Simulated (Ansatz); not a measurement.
# Tc of ScAl3 (Pm-3m) from its phonons, part 2 of 2

Aim: the phonon-mediated transition temperature of ScAl3 (Pm-3m) at ambient pressure, over a range of μ*. The cell shown first is a relaxed one, from steps not shown here.

Ansatz 0.2.0; DFT PBE, scalar-relativistic, plane waves, PAW.

So far, log mean phonon energy ħω_log (meV): step 2 (resistivity: q 2×2×2, k 6×6×6, scattering 8×8×8) 27.8.

## Step 3: Resistivity: q 2×2×2, k 6×6×6, scattering 12×12×12

The next rung changes the scattering mesh, which samples the Fermi surface.

The input, input.yaml:

```yaml
crystal:
  lattice:
    - [4.1063592485, 0.0, 0.0]
    - [0.0, 4.1063592485, 0.0]
    - [0.0, 0.0, 4.1063592485]
  atoms:
    - { symbol: Sc, position: [0.0, 0.0, 0.0] }
    - { symbol: Al, position: [0.5, 0.0, 0.5] }
    - { symbol: Al, position: [0.0, 0.5, 0.5] }
    - { symbol: Al, position: [0.5, 0.5, 0.0] }
kpoints:
  mp_grid: { grid: [6, 6, 6] }
hamiltonian:
  xc: pbe
scf:
  occupations: { method: methfessel_paxton, width: 0.2 }
output:
  eigenvalues: true
phonons:
  method: dfpt
  qmesh: [2, 2, 2]
  temperatures: { t_max: 1000, t_step: 50 }
  qpath:
    path:
      - [[0.0, 0.0, 0.0], [0.0, 0.5, 0.0], [0.5, 0.5, 0.0], [0.0, 0.0, 0.0], [0.5, 0.5, 0.5], [0.0, 0.5, 0.0]]
      - [[0.5, 0.5, 0.5], [0.5, 0.5, 0.0]]
    npoints: 10
  electrical_resistivity:
    mesh: [12, 12, 12]
    temperatures: [20.0, 50.0, 77.0, 100.0, 150.0, 200.0, 300.0, 400.0, 600.0, 800.0]
  superconductivity: { mesh: [12, 12, 12] }
```

The run is started by

```
> ansatz run input.yaml --threads 4 --pin off --max-ram 10240MiB --backend cpu --events-out ev --progress --plain --runs-dir out
```

Numbers of over 12 decimals in the logs are rounded to 6 here.

What it wrote:

```text
[...]
Crystal: 4 atoms, lattice volume = 69.242 Å³
Basis set: ecut = 420 eV, 1357 PW (Γ), exchange–correlation on 60×60×60 points (8 copies of the dense FFT grid, shifted against one another)
Bands: 14, of which v1, the nominal top of the filled ones, is band 10 counted from 1 (9 counted from 0)
Symmetry: 48 space group operations
k-points: 20 of 216
[...]
SCF iter   1: F=—  HF=-3750.123058 eV  |F-HF|=—  |Δ(HF+E_count)|=         —  Δρ=2.35e-3  dr2=1.04e-2  ethr=1.77e-3  ⟨swp⟩=5.5  Hψ=3524  notcnv=0
[...]
SCF iter   8: F=-3750.120802 eV  HF=-3750.120802 eV  |F-HF|=0.00e0  |Δ(HF+E_count)|=  1.41e-11  S|Δr|=    0.00e0  Δρ=3.21e-8  dr2=4.86e-13  ethr=1.00e-12  ⟨swp⟩=7.2  Hψ=1818  notcnv=0
SCF 1 converged in 8 iterations: F = -3750.120802 eV  dr2 = 4.86e-13
[...]
SCF iter   2: F=-3750.120802 eV  HF=-3750.120802 eV  |F-HF|=4.55e-13  |Δ(HF+E_count)|=   9.05e-8  S|Δr|=    0.00e0  Δρ=6.54e-8  dr2=2.33e-12  ethr=1.00e-12  ⟨swp⟩=3.8  Hψ=863  notcnv=0
SCF 2 converged in 2 iterations: F = -3750.120802 eV  dr2 = 2.33e-12
[...]
NSCF: frozen V_eff on 20 k-points
[...]
Bands: 18, of which v1, the nominal top of the filled ones, is band 10 counted from 1 (9 counted from 0)
SCF iter   1: F=—  HF=-3750.123058 eV  |F-HF|=—  |Δ(HF+E_count)|=         —  Δρ=2.35e-3  dr2=1.04e-2  ethr=1.77e-3  ⟨swp⟩=5.5  Hψ=1961  notcnv=0
[...]
SCF iter   8: F=-3750.120802 eV  HF=-3750.120802 eV  |F-HF|=0.00e0  |Δ(HF+E_count)|=  1.41e-11  S|Δr|=    0.00e0  Δρ=3.20e-8  dr2=4.91e-13  ethr=1.00e-12  ⟨swp⟩=1.0  Hψ=797  notcnv=0
SCF 3 converged in 8 iterations: F = -3750.120802 eV  dr2 = 4.91e-13
[...]
SCF converged after 8 iterations
[...]
Free energy (F): -3750.120802 eV
[...]
Internal energy: -3750.114598 eV  (E = F + TS)
E sigma→0 (E₀):  -3750.119251 eV
Entropy (-TS):   -0.006204 eV (-1.551 meV/atom)
Fermi energy:    9.225016 eV
[...]
--- Band table (eV; the first three rows and the last of 20) ---
  k-point 0: bands = [... 6 lower, 6.4923, 7.2961, 7.2961, 7.2961, 10.3662, 10.3915, 10.3915, 10.3915, ... 4 higher]
  k-point 1: bands = [... 6 lower, 6.6910, 7.3288, 7.3288, 8.2504, 10.2589, 10.2589, 10.4668, 11.2662, ... 4 higher]
  k-point 2: bands = [... 6 lower, 7.2239, 7.3860, 7.3860, 9.3757, 10.1033, 10.1033, 10.6299, 10.6942, ... 4 higher]
  k-point 19: bands = [... 6 lower, 4.3271, 4.6931, 6.1537, 6.1537, 6.1537, 10.0202, 11.6764, 11.6764, ... 4 higher]
[...]
ASR residual: 5.141e-5 → 0.000e0 eV/Å²; symmetrization residual: 9.469e-8 eV/Å²
  ASR residual per site (eV/Å²): 1.06e-5 5.14e-5 5.14e-5 5.14e-5
[...]
--- Phonons (arbitrary-q DFPT): 4 irreducible q on the 2×2×2 mesh ---
[...]
interpolated dispersion: 62 rows × 12 modes
[...]
--- Electrical resistivity: potentials and phonons of a 2×2×2 supercell ---
[...]
at the Fermi level of each mesh (of a tensor a third of its trace):
[...]
12×12×12                     0.6657              5.7246    0.2142    0.2198          27.978
          6×6×6                     0.6848              5.4137    0.2358    0.2432          27.497
          3×3×3                     1.0736              5.3856    0.3310    0.3753          27.220
  resistivity on the deck's mesh, µΩ·cm:
[...]
20.00     8.4044e-4              no     8.4044e-4     8.4044e-4     8.4044e-4       1.5516e-3         1.3900e-3
     50.00     7.7208e-2              no     7.7208e-2     7.7208e-2     7.7208e-2       1.2608e-1         8.8037e-2
     77.00     4.2369e-1              no     4.2369e-1     4.2369e-1     4.2369e-1       5.8298e-1         4.4128e-1
    100.00     9.6621e-1              no     9.6621e-1     9.6621e-1     9.6621e-1        1.1862e0         9.8244e-1
    150.00      2.5392e0              no      2.5392e0      2.5392e0      2.5392e0        2.7610e0          2.5601e0
    200.00      4.2168e0              no      4.2168e0      4.2168e0      4.2168e0        4.3971e0          4.2567e0
    300.00      7.4248e0              no      7.4248e0      7.4248e0      7.4248e0        7.5661e0          7.5092e0
    400.00      1.0463e1              no      1.0463e1      1.0463e1      1.0463e1        1.0606e1          1.0588e1
    600.00      1.6321e1              no      1.6321e1      1.6321e1      1.6321e1        1.6506e1          1.6515e1
    800.00      2.2088e1              no      2.2088e1      2.2088e1      2.2088e1        2.2334e1          2.2340e1
[...]
vibrations of 8 cells: unjudged by the run; compare a larger repeat
[...]
--- Superconductivity: potentials and phonons of a 2×2×2 supercell ---
           mesh         λ    ħω_log (meV)  μ* declared at (meV)
       12×12×12    0.2142          27.978               30.235
          6×6×6    0.2358          27.497               29.846
          3×3×3    0.3310          27.220               29.245
  λ by the species' shares of the modes' patterns: Sc 0.0582, Al 0.1560
[...]
0.08      0.010         0.010    none_found    none_found    none_found    none_found     none_found
      0.10      0.001         0.001    none_found    none_found    none_found    none_found     none_found
      0.12      0.000         0.000    none_found    none_found    none_found    none_found     none_found
      0.13      0.000         0.000    none_found    none_found    none_found    none_found     none_found
      0.14      0.000         0.000    none_found    none_found    none_found    none_found     none_found
      0.16      0.000         0.000    none_found    none_found    none_found    none_found     none_found
      0.20          -             -    none_found    none_found    none_found    none_found     none_found
  none_found: no transition down to 0.1 K
[...]
not converged in the mesh (λ): between neighbouring meshes, the two finest first, λ moves by 10.10 % and 40.39 % and the anisotropic transition temperature over the full bandwidth at μ* = 0.13 by nothing (neither mesh has one) and (not known); converged means that the two finest part by at most 2.00 % and 5.00 %
  vibrations of 8 cells: unjudged by the run; compare a larger repeat
[...]
```

Wall time 2.1 min (4 threads of Arm Neoverse V2, shared host); peak memory 2.9 GiB.

Numbers from this step:

```yaml
resistivity_at_300_k: 7.425 μΩ cm
coupling_constant_lambda: 0.2142
density_of_states_at_the_fermi_level: 0.6657 states/eV a spin and cell
log_mean_phonon_energy_omega_log: 27.98 meV
transport_coupling_constant_lambda_tr: 0.2198, 0.2198, 0.2198 (xx, yy, zz)
drude_plasma_energy: 5.725, 5.725, 5.725 eV (xx, yy, zz)
resistivity_times_mean_free_path: 13.05, 13.05, 13.05 × 10⁻¹⁶ Ω m² (xx, yy, zz)
second_moment_phonon_energy_omega: 30.23 meV
```

An empty cell: under 1 mK by a formula, or no transition down to the floor of the Eliashberg search. Transition temperatures:

| μ* | McMillan Tc (K) | Allen–Dynes Tc (K) |
| --- | --- | --- |
| 0.08 | 0.00985 | 0.00991 |
| 0.1 | - | - |
| 0.12 | - | - |
| 0.13 | - | - |
| 0.14 | - | - |
| 0.16 | - | - |
| 0.2 | - | - |

The Eliashberg function α²F has structure finer than the step of the table below, so its rows give means over 2 meV, whole bins alone (the curve runs from 0.163 to 41.5 meV). Peaks (meV: height): α²F 22.3: 0.144, 31.4: 0.321, 32.7: 0.279, 36.0: 0.209, 39.5: 0.297; α²F tr 20.0: 0.0786, 22.3: 0.208, 31.4: 0.305, 32.7: 0.304, 36.0: 0.224, 39.5: 0.263.

Eliashberg function α²F against phonon energy; means over each step:

| phonon energy (meV) | α²F | α²F tr |
| --- | --- | --- |
| 2 | 0 | 0 |
| 4 | 1.6e-4 | 3.8e-5 |
| 6 | 8.9e-4 | 3.2e-4 |
| 8 | 0.00261 | 0.00126 |
| 10 | 0.00573 | 0.00332 |
| 12 | 0.00945 | 0.00635 |
| 14 | 0.0125 | 0.0103 |
| 16 | 0.0168 | 0.0167 |
| 18 | 0.0258 | 0.0292 |
| 20 | 0.0471 | 0.0552 |
| 22 | 0.0754 | 0.102 |
| 24 | 0.109 | 0.134 |
| 26 | 0.112 | 0.126 |
| 28 | 0.0927 | 0.0885 |
| 30 | 0.134 | 0.125 |
| 32 | 0.249 | 0.250 |
| 34 | 0.133 | 0.143 |
| 36 | 0.145 | 0.147 |
| 38 | 0.211 | 0.198 |
| 40 | 0.181 | 0.157 |

The Eliashberg function α²F has structure finer than the step of the table below, so its rows give means over 1 meV, whole bins alone (the curve runs from 0.163 to 41.5 meV). Peaks (meV: height): α²F 22.3: 0.144, 31.4: 0.321, 32.7: 0.279, 36.0: 0.209, 39.5: 0.297; Sc 22.3: 0.0765, 25.9: 0.057, 39.5: 0.113; Al 31.4: 0.296, 32.7: 0.252, 36.0: 0.186, 39.5: 0.184.

Eliashberg function α²F against phonon energy; means over each step:

| phonon energy (meV) | α²F | Sc | Al |
| --- | --- | --- | --- |
| 3 | 2.5e-5 | 0 | 4.2e-6 |
| 4 | 1.3e-4 | 2.7e-5 | 1.1e-4 |
| 5 | 4.5e-4 | 1.7e-4 | 3.0e-4 |
| 6 | 8.7e-4 | 3.2e-4 | 5.9e-4 |
| 7 | 0.00152 | 5.2e-4 | 0.00101 |
| 8 | 0.00257 | 9.1e-4 | 0.00169 |
| 9 | 0.00397 | 0.00140 | 0.00260 |
| 10 | 0.00574 | 0.00200 | 0.00375 |
| 11 | 0.00749 | 0.00257 | 0.00492 |
| 12 | 0.00952 | 0.00327 | 0.00622 |
| 13 | 0.0111 | 0.00384 | 0.00733 |
| 14 | 0.0125 | 0.00427 | 0.00826 |
| 15 | 0.0142 | 0.00484 | 0.00938 |
| 16 | 0.0167 | 0.00568 | 0.0111 |
| 17 | 0.0198 | 0.00658 | 0.0132 |
| 18 | 0.0248 | 0.00764 | 0.0172 |
| 19 | 0.0384 | 0.00935 | 0.0290 |
| 20 | 0.0543 | 0.0111 | 0.0432 |
| 21 | 0.0339 | 0.00874 | 0.0252 |
| 22 | 0.0756 | 0.0354 | 0.0402 |
| 23 | 0.113 | 0.0511 | 0.0618 |
| 24 | 0.109 | 0.0422 | 0.0664 |
| 25 | 0.110 | 0.0479 | 0.0622 |
| 26 | 0.115 | 0.0526 | 0.0627 |
| 27 | 0.109 | 0.0494 | 0.0600 |
| 28 | 0.0831 | 0.0264 | 0.0567 |
| 29 | 0.105 | 0.0227 | 0.0827 |
| 30 | 0.118 | 0.0190 | 0.0994 |
| 31 | 0.226 | 0.0189 | 0.207 |
| 32 | 0.236 | 0.0190 | 0.217 |
| 33 | 0.234 | 0.0212 | 0.213 |
| 34 | 0.120 | 0.0141 | 0.106 |
| 35 | 0.0785 | 0.0125 | 0.0660 |
| 36 | 0.168 | 0.0225 | 0.146 |
| 37 | 0.167 | 0.0358 | 0.131 |
| 38 | 0.209 | 0.0668 | 0.142 |
| 39 | 0.270 | 0.0996 | 0.171 |
| 40 | 0.197 | 0.0751 | 0.122 |

## Step 4: What came out

| Item | Value |
| --- | --- |
| meshes | q 2×2×2, k 6×6×6, scattering 12×12×12 |
| coupling constant λ | 0.214 |
| log mean phonon energy ħω_log | 28.0 meV |

In the last run (PBE, q 2×2×2, k 6×6×6, scattering 12×12×12), with λ = 0.21 and ħω_log = 28.0 meV, Tc at μ* = 0.13 is under 1 mK by the formulas. In that run Allen and Dynes's formula gives no transition above 0.05 K at μ* = 0.10 or more. By the run's own test λ is not converged in the fine mesh: it moves by 10 % between the two finest, and by up to 105 % in the other runs. The run's transport test calls it not converged in the mesh; ρ(300 K) moves by 19 % in the component that moves most. Over the runs, λ takes the values 0.217 and 0.214, in the order shown. μ* is a typed number, phonons are harmonic, and spin fluctuations are left out; with λ this near or under μ*(1 + 0.62 λ), the formulas give Tc only to its order of magnitude, or none.

[Logs are printed without paths, hosts, clocks, repeated set-up lines and the standing remarks that a program may print on its own settings, such as how far it seeks lower states.]

[Hosts, paths, dates, database ids (printed as entryN), source tags and the programs' standing remarks are cut or masked in the printed files.]
